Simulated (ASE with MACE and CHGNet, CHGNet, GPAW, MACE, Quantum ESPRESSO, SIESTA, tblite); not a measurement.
# Machine-learned potentials on AlN(11-20)/C(110) interface (80 atoms): settings against a plane-wave reference

Aim: run AlN(11-20)/C(110) interface (80 atoms) in machine-learned potentials and see how near its forces come to a plane-wave reference, and at what cost.

Program: ASE with MACE and CHGNet. Level of theory: the method is named at each step. Results are calculated unless marked as measured.

## 1. The structure

The cell holds 80 atoms: 16 Al, 16 N and 48 C. Its edges and angles: a = 10.741 Å, b = 5.013 Å, c = 22.270 Å, α = 90.0°, β = 90.0°, γ = 90.0°. Wurtzite AlN(11-20), 4 repeat layers, 2 surface cells, strained -0.37 and +0.63 %; diamond-structure C(110), 4 layers, 6 cells, +0.37 and -0.62 %; outer planes 1.82 Å apart, 12 Å of vacuum above; not relaxed, displaced by a Gaussian of 0.02 Å. Then every atom was moved at random, 0.03 Å r.m.s. a Cartesian component. Regions: AlN, 32 atoms (16 Al and 16 N); C, 48 atoms (48 C). Vacuum lies along c.

The yardstick, on the same geometry:

```
method                 : Kohn-Sham DFT, PBE, SSSP efficiency 1.3.0 pseudopotentials, plane waves (Quantum ESPRESSO 7.5); sssp-pbe-1.3.0-efficiency, cutoffs 60/480 Ry, Γ point
r.m.s. force component : 1.825 eV/Å
longest force          : 5.581 eV/Å
time                   : 8.6 min on 4 MPI ranks of Arm Neoverse N1, shared host
CPU time               : 34 min
```

## 2. MACE MP-0b2 small potential

Method: machine-learned interatomic potential MACE MP-0b2 small, trained on PBE(+U) plane-wave data.

run.py reads:

```python
import numpy as np
from ase.io import read
import mlip  # loads the published weights by name

atoms = read("structure.xyz")
atoms.calc = mlip.calc("mace-mp-0b2-small")
energy = atoms.get_potential_energy()
forces = atoms.get_forces()
print(f"energy {energy:.6f} eV")
print("forces (eV/A)")
for i, (a, f) in enumerate(zip(atoms, forces)):
    print(f"{i:4d} {a.symbol:2s} {f[0]:10.5f} {f[1]:10.5f} {f[2]:10.5f}")
```

structure.xyz reads:

```xyz
80
Lattice="10.74060 0.00000 0.00000 0.00000 5.01320 0.00000 0.00000 0.00000 22.27049" Properties=species:S:1:pos:R:3 pbc="T T T"
Al 5.39683 0.00637 5.98141
N 3.58349 0.66921 6.01593
Al 3.52925 2.55397 5.98675
N 5.42604 3.05820 5.99076
Al 2.71103 0.02667 7.57553
N 0.86934 0.65297 7.57375
Al 0.91016 2.51798 7.58778
N 2.61609 3.12342 7.53878
Al 5.35269 0.08161 9.09438
N 3.55020 0.63076 9.16587
Al 3.53312 2.49577 9.14426
N 5.36880 3.16102 9.18524
Al 2.64788 0.03364 10.70787
N 0.88911 0.58354 10.68070
Al 0.91854 2.45045 10.67692
N 2.70352 3.11716 10.63394
Al 10.72825 0.00045 6.01081
N 8.95476 0.61347 6.06915
Al 9.00245 2.50464 5.97406
N 0.00977 3.03855 5.96738
Al 8.11130 0.02015 7.53990
N 6.25296 0.63036 7.60114
Al 6.25243 2.47722 7.58911
N 8.09766 3.07334 7.57664
Al 10.73308 0.01088 9.12756
N 8.99643 0.59868 9.09972
Al 8.96883 2.49587 9.11331
N 10.70612 3.06477 9.04316
Al 8.05266 0.04778 10.67603
N 6.31569 0.62023 10.68382
Al 6.21011 2.53703 10.63215
N 7.99552 3.06226 10.65932
C 4.59128 1.37517 12.52247
C 1.98143 0.10859 12.47303
C 2.81876 0.16067 13.72953
C 3.70690 1.40465 13.81773
C 4.63264 1.41743 14.97245
C 1.97573 0.15506 15.01699
C 2.78933 0.16859 16.28218
C 3.76866 1.44009 16.28040
C 4.66110 3.92168 12.47415
C 1.95039 2.65093 12.50867
C 2.85539 2.66196 13.66250
C 3.70067 3.94464 13.77697
C 4.64864 3.94870 15.01053
C 1.97552 2.68031 14.96376
C 2.89223 2.58932 16.30556
C 3.73859 3.93301 16.29732
C 1.06676 1.39893 12.50399
C 9.13295 0.18383 12.42961
C 10.02989 0.17942 13.69702
C 0.13555 1.40219 13.84534
C 1.03700 1.41548 15.03748
C 9.07753 0.19973 15.02100
C 10.03784 0.15180 16.30222
C 0.16315 1.42059 16.30779
[... 20 atom lines left out ...]
C 8.22698 3.96499 15.06487
C 5.53205 2.60160 15.03882
C 6.41235 2.65349 16.37104
C 7.31907 3.88498 16.23630
```

Run with:

```bash
$ OMP_NUM_THREADS=1 python run.py > output.txt
```

Output:

```text
energy -623.482920 eV
forces (eV/A)
   0 Al   -1.29613   -0.73257    0.98637
   1 N     0.43358   -0.26059   -0.06659
   2 Al    1.77993   -0.68758    0.70869
   3 N    -0.98405    1.22121   -0.12783
   4 Al   -0.61929    0.23416   -0.87911
   5 N     0.88865   -1.03274    0.08355
   6 Al   -0.79378   -0.20042   -1.78680
   7 N     1.30618    0.50426    0.61530
   8 Al    0.10611   -0.91555    1.83528
   9 N     0.05476   -0.46150    0.21679
  10 Al    0.76919    0.91569    0.14914
  11 N    -1.04259   -0.15578   -1.69479
  12 Al    0.74002   -1.61847   -1.24227
  13 N    -0.22401    1.93480   -1.19450
  14 Al   -0.02046    1.29389   -0.40225
  15 N    -1.91123   -0.15337    0.68997
  16 Al   -0.86933   -0.93980    0.77732
  17 N     0.52025    0.39099   -1.33111
  18 Al    0.32504   -0.84726    1.24404
  19 N     0.38128    1.61154   -0.26201
  20 Al   -0.90016   -0.54038    0.06207
  21 N     0.74362   -0.66004   -0.66748
  22 Al    0.33777    1.23773   -0.46285
  23 N    -0.92102    0.67597   -0.47091
[...]
72 C     2.76499   -0.12124   -0.76233
  73 C    -2.33948   -0.46527    0.45051
  74 C    -0.29965    1.01468    0.86205
  75 C     0.34292   -0.13726   -0.01472
  76 C     0.21619   -2.99434   -0.35910
  77 C    -0.63306    2.69767    0.12652
  78 C     4.31536   -0.01017   -2.11870
  79 C    -4.50113    1.21700   -0.47017
```

It took 11 s on 1 thread of Arm Neoverse N1, shared host; peak memory 0.67 GiB.

Banners, paths, timers and routine set-up lines are dropped from the logs unmarked, and long logs keep their key lines alone; longer cuts are marked.

Numbers from this run, and their distance from the reference:

- r.m.s. force component: 1.594 eV/Å
- r.m.s. difference of force components: 657.9 meV/Å
- longest difference of force vectors: 2875 meV/Å
- force difference over r.m.s. force: 36.06 %
- slope of forces against the reference's: 0.8168
- correlation of force components: 0.9347

Length of the force difference by element (eV/Å):

| element | atoms | mean | most |
| --- | --- | --- | --- |
| Al | 16 | 0.75 | 2.2 |
| C | 48 | 1.2 | 2.9 |
| N | 16 | 0.58 | 1.4 |

The surroundings of Al15, which has 6 bonded neighbours where the commonest count for Al is 4, nearest first, numbered as they follow in the input and with coordinates relative to it.

| atom | x | y | z | distance (Å) | bonds | Fx | Fy | Fz (eV/Å) |
| --- | --- | --- | --- | --- | --- | --- | --- | --- |
| Al15 | 0.00 | 0.00 | 0.00 | 0.00 | 6 | -0.02 | 1.29 | -0.40 |
| N14 | -0.03 | -1.87 | 0.00 | 1.87 | 3 | -0.22 | 1.93 | -1.19 |
| N16 | 1.78 | 0.67 | -0.04 | 1.91 | 3 | -1.91 | -0.15 | 0.69 |
| N28 | -0.95 | 0.61 | -1.63 | 1.99 | 4 | 0.87 | 0.86 | 2.48 |
| C42 | 1.03 | 0.20 | 1.83 | 2.11 | 4 | -0.81 | 0.33 | -1.88 |
| C49 | 0.15 | -1.05 | 1.83 | 2.11 | 4 | 1.42 | -1.16 | 0.28 |
| C57 | 0.12 | 1.45 | 1.73 | 2.27 | 5 | 1.86 | -0.90 | 1.95 |
| Al13 | 1.73 | -2.42 | 0.03 | 2.97 | 5 | 0.74 | -1.62 | -1.24 |
| Al11 | 2.61 | 0.05 | -1.53 | 3.03 | 4 | 0.77 | 0.92 | 0.15 |

Atoms are counted from 1 here, from 0 in the log.

Forces lie 36 % from the reference's, at 0.0055 times its CPU time (on 1 against 4 cores).

## 3. MACE MPA-0 medium potential

Method: machine-learned interatomic potential MACE MPA-0 medium, trained on PBE(+U) plane-wave data.

Edit run.py of step 2 so:

```diff
@@ -5,3 +5,3 @@
 atoms = read("structure.xyz")
-atoms.calc = mlip.calc("mace-mp-0b2-small")
+atoms.calc = mlip.calc("mace-mpa-0-medium")
 energy = atoms.get_potential_energy()
```

structure.xyz is that of step 2.

Output:

```text
energy -621.674196 eV
forces (eV/A)
   0 Al   -1.35167   -0.74491    1.38041
   1 N     0.91482    0.09703   -0.32912
   2 Al    1.95506   -0.80806    0.91777
   3 N    -1.44778    1.65058   -0.40425
   4 Al   -0.83324    0.02022   -0.70198
   5 N     1.10356   -1.02031   -0.99790
   6 Al   -0.82543   -0.37625   -1.47679
   7 N     1.29433    0.72033   -0.29886
   8 Al   -0.18241   -1.37158    1.90139
   9 N     0.41271   -0.20373   -0.48601
  10 Al    1.04515    0.55646    0.01309
  11 N    -1.19361    0.04831   -2.10502
  12 Al    0.68322   -1.41239   -1.29326
  13 N    -0.19351    1.85798   -0.33556
  14 Al   -0.63605    0.80468   -0.41764
  15 N    -0.82790   -0.33095    0.95712
  16 Al   -0.92332   -1.12071    1.22372
  17 N     1.09316    0.96067   -1.78091
  18 Al    0.27047   -0.99805    1.65156
  19 N     0.02533    1.97279   -0.36033
  20 Al   -1.44299   -0.85698    0.74298
  21 N     1.07047   -0.52752   -1.77016
  22 Al    0.67446    1.13227   -0.28872
  23 N    -1.11251    0.83446   -1.54034
[...]
72 C     2.44850    0.09424   -0.71999
  73 C    -2.03969   -0.26728    0.22456
  74 C     0.12749    0.65184    1.38300
  75 C    -0.26901   -0.12189    0.02066
  76 C     0.93884   -2.25999   -0.43526
  77 C    -1.01905    2.15946   -0.32340
  78 C     3.78267   -0.06471   -2.12742
  79 C    -4.00295    1.30419   -0.16296
```

Run time: 14 s. Hardware: 1 thread; peak memory 1.2 GiB.

Against the reference:

```
r.m.s. force component                  : 1.431 eV/Å
r.m.s. difference of force components   : 653.8 meV/Å
longest difference of force vectors     : 3072 meV/Å
force difference over r.m.s. force      : 35.83 %
slope of forces against the reference's : 0.7434
correlation of force components         : 0.9478
```

Against the first run (36 %), the force difference from the reference is 36 %, at 1.3 times the CPU time.

## 4. CHGNet r2SCAN potential

Method: machine-learned interatomic potential CHGNet r2SCAN, trained on r2SCAN plane-wave data.

Edit run.py of step 3 so:

```diff
@@ -5,3 +5,3 @@
 atoms = read("structure.xyz")
-atoms.calc = mlip.calc("mace-mpa-0-medium")
+atoms.calc = mlip.calc("chgnet-r2scan")
 energy = atoms.get_potential_energy()
```

structure.xyz is that of step 3.

Output:

```text
CHGNet vr2scan initialized with 412,525 parameters
CHGNet will run on cpu
energy -745.091675 eV
forces (eV/A)
   0 Al   -1.09277   -0.59768    1.18618
   1 N     0.49453   -0.09568    0.21047
   2 Al    1.54848   -0.77061    0.94041
   3 N    -1.08149    1.23275    0.26118
   4 Al   -0.21445    0.10359   -0.94246
   5 N     0.44280   -0.84330   -0.07904
   6 Al   -0.77341   -0.21843   -1.51123
   7 N     1.20989    0.46611    0.16347
   8 Al    0.18971   -0.71157    0.82903
   9 N     0.11415   -0.07612    0.01489
  10 Al    0.32496    0.41528   -0.31806
  11 N    -0.65636    0.01993   -1.02249
  12 Al    0.76933   -1.13872   -1.35040
  13 N    -1.30595    1.27463   -2.93247
  14 Al    0.19273    0.48469   -1.61295
  15 N    -1.05363   -0.21823   -0.03926
  16 Al   -0.97232   -0.73225    0.96506
  17 N     0.69940    0.44443   -0.72536
  18 Al    0.46252   -0.82823    1.32816
  19 N    -0.00141    1.45892    0.09592
  20 Al   -0.40472   -0.40341   -0.15503
  21 N     0.30704   -0.46412   -0.59279
  22 Al    0.07064    0.77174   -0.82143
  23 N    -0.42378    0.45806   -0.38153
[...]
72 C     4.24597   -0.14044    0.51836
  73 C    -2.65082   -0.28983    1.45925
  74 C    -0.46615    0.63882    0.82247
  75 C     0.90776    0.01701    0.24808
  76 C    -0.41304   -2.87287   -1.01845
  77 C     0.01350    2.46544    0.26023
  78 C     4.57760    0.14663   -3.94848
  79 C    -4.47833    1.48446    0.71724
```

It took 8.4 s on 1 thread; peak memory 2.5 GiB.

Numbers from this run, and their distance from the reference:

```
r.m.s. force component                  : 1.653 eV/Å
r.m.s. difference of force components   : 784.6 meV/Å
longest difference of force vectors     : 2770 meV/Å
force difference over r.m.s. force      : 43 %
slope of forces against the reference's : 0.8179
correlation of force components         : 0.9028
```

Against the first run (36 %), the force difference from the reference is 43 %, at 0.75 times the CPU time; this potential was trained at another functional than the reference's, which explains only part of so large a difference.

## 5. The ladder

Differences are against the plane-wave reference, forces as r.m.s. over components; share is that over the reference's r.m.s. force, slope the least-squares factor from reference forces to these. Total energies of different programs have different zeros and aren't compared.

| run | Δ force, r.m.s. (meV/Å) | share (%) | slope | cores | CPU time | memory (GiB) |
| --- | --- | --- | --- | --- | --- | --- |
| reference | - | - | - | 4 | 34 min | 3.5 |
| MACE MP-0b2 small potential | 658 | 36.1 | 0.817 | 1 | 11 s | 0.67 |
| MACE MPA-0 medium potential | 654 | 35.8 | 0.743 | 1 | 14 s | 1.2 |
| CHGNet r2SCAN potential | 785 | 43.0 | 0.818 | 1 | 8.4 s | 2.5 |

Times of the machine-learned potentials are mostly Python's start and the loading of weights.

CPU time is summed over cores on a shared host, where runs went side by side, so it is rough. Symmetry, cutoffs, thresholds, outputs and thread counts weren't matched or tuned between programs; memory under MPI is the largest rank's times the ranks.

## 6. Outcome

| Item | Value |
| --- | --- |
| nearest in forces | a tie at 36 % of 2 runs: MACE MP-0b2 small potential; MACE MPA-0 medium potential |

What this shows: Machine-learned potentials differ by 36 % (MACE MPA-0 medium potential) to 43 % (CHGNet r2SCAN potential); they were trained on other programs' data, some at another functional. Among those trained on PBE data the slope goes as low as 0.74, which softening far from their training structures can give, though the reference's k-sampling is untested too. Machine-learned potentials mimic data converged in k, so the reference's own k-point error enters their differences. The cell is under 6 Å thick along one periodic direction, so every atom has periodic images of itself close by, which move with it and show among its neighbours and in g(r). The host structure and its lattice constant were typed by rule, without a check against the phase diagram. The runs have no spin polarisation, so any moments at edges, vacancies or dangling bonds can't form. The electronic-structure runs sample only Γ, in a cell whose shortest periodic width is 5 Å, which is coarse for a cell with partly filled levels.

[Also dropped from logs without a mark: logging warnings of Python, and SIESTA's first energy breakdown and zero terms.]

[Logs are printed without paths, hosts, clocks, repeated set-up lines and the standing remarks that a program may print on its own settings, such as how far it seeks lower states.]

[Hosts, paths, dates, database ids (printed as entryN), source tags and the programs' standing remarks are cut or masked in the printed files.]
